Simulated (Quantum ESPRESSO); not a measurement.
# MgO (Periclase): phonon frequency against volume, with a fit

Aim: the Grüneisen parameter and the pressure coefficient of an optical mode of MgO (Periclase).

Method: DFT PBE, scalar-relativistic, plane waves, GBRV ultrasoft pseudopotentials, in Quantum ESPRESSO 7.5.

The database entry behind the starting cell differs from later determinations by our own check (about 0.1 % long), so it need not match the best structure at ambient conditions.

### Step 1. The relaxed structure

It takes space group Fm-3m (No. 225, cubic). Conventional cell: a = 4.255 Å, b = 4.255 Å, c = 4.255 Å, α = 90.00°, β = 90.00°, γ = 90.00°. Mg has 6 O at 2.13 Å nearest. Nearest to O lie 6 Mg at 2.13 Å. Farther neighbours and most contacts between anions are not listed.

This is the cell after its relaxation at this level of theory, not the database cell from which that began.

### Step 2. Runs at several volumes

The relaxed cell is scaled uniformly; in this structure symmetry fixes all atoms, so nothing has to be relaxed anew. Each volume gets a ground state and a response at Γ. The mode followed is the highest one without the macroscopic field, of symmetry T1u; longitudinal polar modes lie higher. Cutoff 55 Ry, k mesh 12×12×12.

From the response at V/V₀ = 0.94:

The program printed:

```text
[banners, grids, parts of the stress and lines that vanish by symmetry left out]
Program PHONON v.7.5
     Reading xml data from directory:

[...]
Exchange-correlation= PBE
                           (   1   4   3   4   0   0   0)
[...]
kinetic-energy cut-off    =      55.0000  Ry
     charge density cut-off    =     440.0000  Ry
     convergence threshold     =      1.0E-18
[...]
Exchange-correlation= PBE
                           (   1   4   3   4   0   0   0)
[...]
q = (   0.0000000   0.0000000   0.0000000 )
     49 Sym.Ops. (with q -> -q+G )
     G cutoff =  345.7496  (  19027 G-vectors)     FFT grid: ( 40, 40, 40)
     G cutoff =  172.8748  (   6735 G-vectors)  smooth grid: ( 27, 27, 27)
     number of k points=    72
[...]
Mode symmetry, O_h (m-3m)  point group:
[...]
Dielectric constant
[...]
End of electric fields calculation
          Dielectric constant in cartesian axis
          (       3.167348259      -0.000000000      -0.000000000 )
          (      -0.000000000       3.167348259       0.000000000 )
          (      -0.000000000       0.000000000       3.167348259 )
          Effective charges (d Force / dE) in cartesian axis without acoustic sum rule applied (asr)
           atom    1  Mg    Mean Z*:        1.97637
      Ex  (        1.97637        0.00000        0.00000 )
      Ey  (        0.00000        1.97637        0.00000 )
      Ez  (        0.00000        0.00000        1.97637 )
           atom    2  O     Mean Z*:       -1.97433
      Ex  (       -1.97433       -0.00000       -0.00000 )
      Ey  (       -0.00000       -1.97433        0.00000 )
      Ez  (       -0.00000        0.00000       -1.97433 )
          Effective charges Sum: Mean:        0.00204
[...]
Effective charges (d Force / dE) in cartesian axis with asr applied:
           atom    1  Mg    Mean Z*:        1.97535
[...]
atom    2  O     Mean Z*:       -1.97535
[...]
Representation #   1 modes #   1   2   3
[...]
End of self-consistent calculation
     Convergence has been achieved
     Representation #   2 modes #   4   5   6
[...]
End of self-consistent calculation
     Convergence has been achieved
[...]
Dielectric constant in cartesian axis
          (       3.167348259      -0.000000000      -0.000000000 )
          (      -0.000000000       3.167348259       0.000000000 )
          (      -0.000000000       0.000000000       3.167348259 )
          Effective charges (d Force / dE) in cartesian axis without acoustic sum rule applied (asr)
           atom    1  Mg    Mean Z*:        1.97637
      Ex  (        1.97637        0.00000        0.00000 )
      Ey  (        0.00000        1.97637        0.00000 )
      Ez  (        0.00000        0.00000        1.97637 )
           atom    2  O     Mean Z*:       -1.97433
      Ex  (       -1.97433       -0.00000       -0.00000 )
      Ey  (       -0.00000       -1.97433        0.00000 )
      Ez  (       -0.00000        0.00000       -1.97433 )
          Effective charges Sum: Mean:        0.00204
[...]
Effective charges (d Force / dE) in cartesian axis with asr applied:
           atom    1  Mg    Mean Z*:        1.97535
[...]
atom    2  O     Mean Z*:       -1.97535
[...]
q = (    0.000000000   0.000000000   0.000000000 )
[...]
freq (    1) =      -0.184457 [THz] =      -6.152823 [cm-1]
     freq (    2) =      -0.184457 [THz] =      -6.152823 [cm-1]
     freq (    3) =      -0.184457 [THz] =      -6.152823 [cm-1]
     freq (    4) =      12.684607 [THz] =     423.112933 [cm-1]
     freq (    5) =      12.684607 [THz] =     423.112933 [cm-1]
     freq (    6) =      12.684607 [THz] =     423.112933 [cm-1]
[...]
Mode symmetry, O_h (m-3m)  point group:
     freq (   1-   3) =         -6.2  [cm-1]   --> T_1u G_15  G_4- I
     freq (   4-   6) =        423.1  [cm-1]   --> T_1u G_15  G_4- I

   JOB DONE.
```

One volume, V/V₀ = 1, is held back as a test.

```
V/V₀  volume (Å³/atom)  pressure (GPa)   ω (cm⁻¹)
0.94             9.052           10.38     423.11
0.97             9.341            4.74     393.87
   1             9.630           -0.10  held back
1.03             9.919           -4.25     338.79
1.06            10.208           -7.82     312.72
```

### Step 3. The fit

The mode Grüneisen parameter is γ = −d ln ω / d ln V.

```
ln(V/V₀)    ln ω
 -0.0619  6.0476
 -0.0305  5.9760
  0.0296  5.8254
  0.0583  5.7453
```

A straight line through these points has the slope -2.514, so γ = 2.51; at V/V₀ = 1 it predicts ω = exp(5.8958 + 0.0000) = 363.49 cm⁻¹.

A parabola of pressure against ln V through V/V₀ = 0.97, 1 and 1.03 gives the bulk modulus B = −dP/d ln V = 150 GPa at V₀. With ω₀ from the fitted line the pressure coefficient follows as dω/dP = γ ω₀ / B = 2.51 × 363.5 / 150 = 6.11 cm⁻¹/GPa.

### Step 4. The run that was held back

The program printed:

```text
[banners, grids, parts of the stress and lines that vanish by symmetry left out]
[banner, memory and clock lines left out]
Program PHONON v.7.5

[...]
Exchange-correlation= PBE
                           (   1   4   3   4   0   0   0)
[...]
kinetic-energy cut-off    =      55.0000  Ry
     charge density cut-off    =     440.0000  Ry
     convergence threshold     =      1.0E-18
[...]
Exchange-correlation= PBE
                           (   1   4   3   4   0   0   0)
[...]
q = (   0.0000000   0.0000000   0.0000000 )
     49 Sym.Ops. (with q -> -q+G )
     G cutoff =  360.3101  (  20179 G-vectors)     FFT grid: ( 40, 40, 40)
     G cutoff =  180.1551  (   7239 G-vectors)  smooth grid: ( 27, 27, 27)
     number of k points=    72
[...]
Mode symmetry, O_h (m-3m)  point group:
[...]
Dielectric constant
[...]
End of electric fields calculation
          Dielectric constant in cartesian axis
          (       3.239002207      -0.000000000       0.000000000 )
          (      -0.000000000       3.239002207      -0.000000000 )
          (      -0.000000000      -0.000000000       3.239002207 )
          Effective charges (d Force / dE) in cartesian axis without acoustic sum rule applied (asr)
           atom    1  Mg    Mean Z*:        2.00186
      Ex  (        2.00186       -0.00000        0.00000 )
      Ey  (       -0.00000        2.00186       -0.00000 )
      Ez  (        0.00000       -0.00000        2.00186 )
           atom    2  O     Mean Z*:       -1.99987
      Ex  (       -1.99987       -0.00000       -0.00000 )
[...]
Representation #   1 modes #   1   2   3
[...]
End of self-consistent calculation
     Convergence has been achieved
     Representation #   2 modes #   4   5   6
[...]
End of self-consistent calculation
     Convergence has been achieved
[...]
Dielectric constant in cartesian axis
          (       3.239002207      -0.000000000       0.000000000 )
          (      -0.000000000       3.239002207      -0.000000000 )
          (      -0.000000000      -0.000000000       3.239002207 )
          Effective charges (d Force / dE) in cartesian axis without acoustic sum rule applied (asr)
           atom    1  Mg    Mean Z*:        2.00186
      Ex  (        2.00186       -0.00000        0.00000 )
      Ey  (       -0.00000        2.00186       -0.00000 )
      Ez  (        0.00000       -0.00000        2.00186 )
           atom    2  O     Mean Z*:       -1.99987
      Ex  (       -1.99987       -0.00000       -0.00000 )
      Ey  (       -0.00000       -1.99987        0.00000 )
      Ez  (        0.00000        0.00000       -1.99987 )
          Effective charges Sum: Mean:        0.00198
[...]
Effective charges (d Force / dE) in cartesian axis with asr applied:
           atom    1  Mg    Mean Z*:        2.00086
[...]
atom    2  O     Mean Z*:       -2.00086
[...]
q = (    0.000000000   0.000000000   0.000000000 )
[...]
freq (    1) =      -0.232218 [THz] =      -7.745956 [cm-1]
     freq (    2) =      -0.232218 [THz] =      -7.745956 [cm-1]
     freq (    3) =      -0.232218 [THz] =      -7.745956 [cm-1]
     freq (    4) =      10.967239 [THz] =     365.827707 [cm-1]
     freq (    5) =      10.967239 [THz] =     365.827707 [cm-1]
     freq (    6) =      10.967239 [THz] =     365.827707 [cm-1]
[...]
Mode symmetry, O_h (m-3m)  point group:
     freq (   1-   3) =         -7.7  [cm-1]   --> T_1u G_15  G_4- I
     freq (   4-   6) =        365.8  [cm-1]   --> T_1u G_15  G_4- I
```

It gives 365.83 cm⁻¹ against the predicted 363.49 cm⁻¹, a miss of 2 cm⁻¹.

### Step 5. What came out

```json
{"mode Grüneisen parameter": "2.514", "bulk modulus": "150 GPa", "pressure coefficient": "6.11 cm⁻¹/GPa"}
```

The highest optical mode of MgO (Periclase) without the LO-TO term stiffens by 6.11 cm⁻¹ a GPa near the relaxed volume, with γ = 2.51. The power law meets all 5 runs within 0.64 %; between neighbouring volumes γ runs from 2.28 to 2.79. Such a coefficient turns a measured shift of this mode into a hydrostatic stress; uniaxial or biaxial stress splits the mode and needs deformation potentials. These are harmonic values at zero temperature for the structure held cubic, which a run at Γ can't show to be stable; the bulk modulus rests on three points.

[Host names and launcher messages were left out of these logs when they were recorded.]

[Logs are printed without paths, hosts, clocks, repeated set-up lines and the standing remarks that a program may print on its own settings, such as how far it seeks lower states.]

[Hosts, paths, dates, database ids (printed as entryN), source tags and the programs' standing remarks are cut or masked in the printed files.]
